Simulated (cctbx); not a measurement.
# What resolution and counting buy: ScFe4P12

Space group Im-3 (no. 204), a = 7.9730 Å, b = 7.9730 Å, c = 7.9730 Å, α = 90.00°, β = 90.00°, γ = 90.00°.

| atom | mult. | x | y | z | Ueq (Å²) |
| --- | --- | --- | --- | --- | --- |
| Fe1 | 8 | 1/4 | 1/4 | 3/4 | 0.0045 |
| Sc1 | 2 | 0 | 0 | 0 | 0.0041 |
| P1 | 24 | 1/2 | 0.8589 | 0.3496 | 0.0039 |

The model is made up (kin elements in a known structure type, no relaxation), so it says nothing on whether the phase exists.

Five simulated data sets (cctbx; Mo Kα, λ = 0.71073 Å; 4 % proportional error) differ in resolution or exposure (noise floor 4 counts in the first three, 8 in the last two). Each is refined with the right model, isotropic at 1.1 Å and anisotropic otherwise. How do the figures of merit and the uncertainties move?

| d min (Å) | top counts | ⟨I/σ⟩ (unmerged, absences included) | unique | param. (scale apart) | Rint | R1 | GooF | largest s.u. xyz (fractional) | s.u. U of P1 (Å²) | largest error (Å) |
| --- | --- | --- | --- | --- | --- | --- | --- | --- | --- | --- |
| 1.1 | 20000 | 7.9 | 46 | 5 | 0.036 | 0.0055 | 0.86 | 0.00004 | 0.0002 | 0.0006 |
| 0.84 | 20000 | 7.4 | 98 | 9 | 0.035 | 0.0057 | 0.94 | 0.00003 | 0.0001 | 0.0002 |
| 0.6 | 20000 | 6.2 | 243 | 9 | 0.036 | 0.0068 | 1.01 | 0.00002 | 0.0001 | 0.0005 |
| 0.75 | 300 | 0.9 | 129 | 9 | 0.290 | 0.0438 | 0.92 | 0.00035 | 0.0014 | 0.0055 |
| 0.75 | 3000 | 3.4 | 129 | 9 | 0.065 | 0.0136 | 0.94 | 0.00008 | 0.0003 | 0.0008 |

The number of reflections grows roughly as 1/d³: 46, 98 and 243 here. R1 follows the noise rather than the truth: at 300 counts it is 0.0438, at 3000 counts 0.0136, while GooF is 0.92 and 0.94: the weights 1/σ² carry the noise. The s.u. of U (U11 where anisotropic) for P1 goes 0.0002, 0.0001, 0.0001 Å² with resolution and 0.0014, 0.0003 Å² with exposure.

Hardware for the 0.6 Å refinement: 0.38 s on 1 thread of Arm Neoverse V2, with other jobs on the host, peak memory 0.09 GiB.
